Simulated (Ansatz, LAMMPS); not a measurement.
# Static equation of state of amorphous Ge (65 atoms)

Density of this cell: 4.95 g/cm³. The cell holds 65 atoms: 65 Ge. Its edges and angles: a = 11.764 Å, b = 12.339 Å, c = 10.909 Å, α = 89.4°, β = 91.5°, γ = 90.5°. The starting structure: 65 atoms (65 Ge) placed at random at 5.01 g/cm³, melted at 3500 K for 10 ps at fixed volume with the Tersoff potential (Tersoff, Phys. Rev. B 39, 5566 (1989)). Quenched from 3500 K to 700 K at 5 K/ps and fixed volume, held 5 ps, then minimised at fixed cell.

Calculated with Ansatz 0.2.0: Kohn-Sham DFT, PBE, PAW (set soft_1), plane waves; cutoff 420 eV, Γ point, fermi-dirac smearing of 0.025 eV. Cell and atoms were relaxed first, to V0 = 24.349 Å³ an atom at a residual P0 = 0.007 GPa. The cell was then scaled evenly, and the atoms were relaxed at each volume.

```
volume (Å³/atom)  pressure (GPa)
          21.915           6.257
          22.888               ?
          23.619           1.625
          25.080          -1.339
          25.810          -2.460
```

**Question.** Fit the third-order Birch–Murnaghan equation to the rows given and interpolate to the withheld row.

**Working.**

Take the Eulerian strain f = ½[(V0/V)^(2/3) − 1] and the normalised pressure F = (P − P0) / [3f(1 + 2f)^(5/2)]. The third-order Birch–Murnaghan equation is then the line F = B0 + (3/2)B0(B′ − 4) f, so u = f and v = F.

```
      u = f  v = F (GPa)
  0.0363826      48.0388
  0.0102566      49.9802
-0.00975640      48.3255
 -0.0190506      47.5720
```

With n = 4: mean u = 0.00445807, mean v = 48.4791, Σ(u − ū)² = 0.0018075, Σ(u − ū)(v − v̄) = 0.018156. Slope b = 0.018156 / 0.0018075 = 10.045; intercept a = v̄ − b ū = 48.434.

So B0 = a = 48.4 GPa and B′ = 4 + 2b/(3a) = 4.14. At the withheld volume f = 0.02106, F = a + b f = 48.65 GPa, and P = P0 + 3f(1 + 2f)^(5/2) F.

Prediction at 22.888: 3.414 GPa. The run gave 3.450 GPa, so the fit is low by 0.036 GPa (1.1 % of the value).

The series isn't one smooth equation of state: even a line fitted to all rows, the withheld one included, misses F by up to 2.7 %. B0 and B′ are then only the numbers of this fit, not moduli of the material. Among the rows given, the largest miss of the fit is at 21.915, by 0.099 GPa (1.1 % of the range of the table).

Limits: Static cells at zero temperature; the cell shape is held. The program notes that the SCF threshold of these relaxations is loose for the stress. The quench rate of 5 K/ps is many orders above laboratory rates, so the cell is likely richer in defects and strain than a real sample. The network of bonds at the start is that of the classical potential that made the cell, and needn't be the one that DFT or experiment would give. Only the Γ point is sampled, in a cell whose shortest periodic width is 11 Å.

[Logs are printed without paths, hosts, clocks, repeated set-up lines and the standing remarks that a program may print on its own settings, such as how far it seeks lower states.]

[Hosts, paths, dates, database ids (printed as entryN), source tags and the programs' standing remarks are cut or masked in the printed files.]
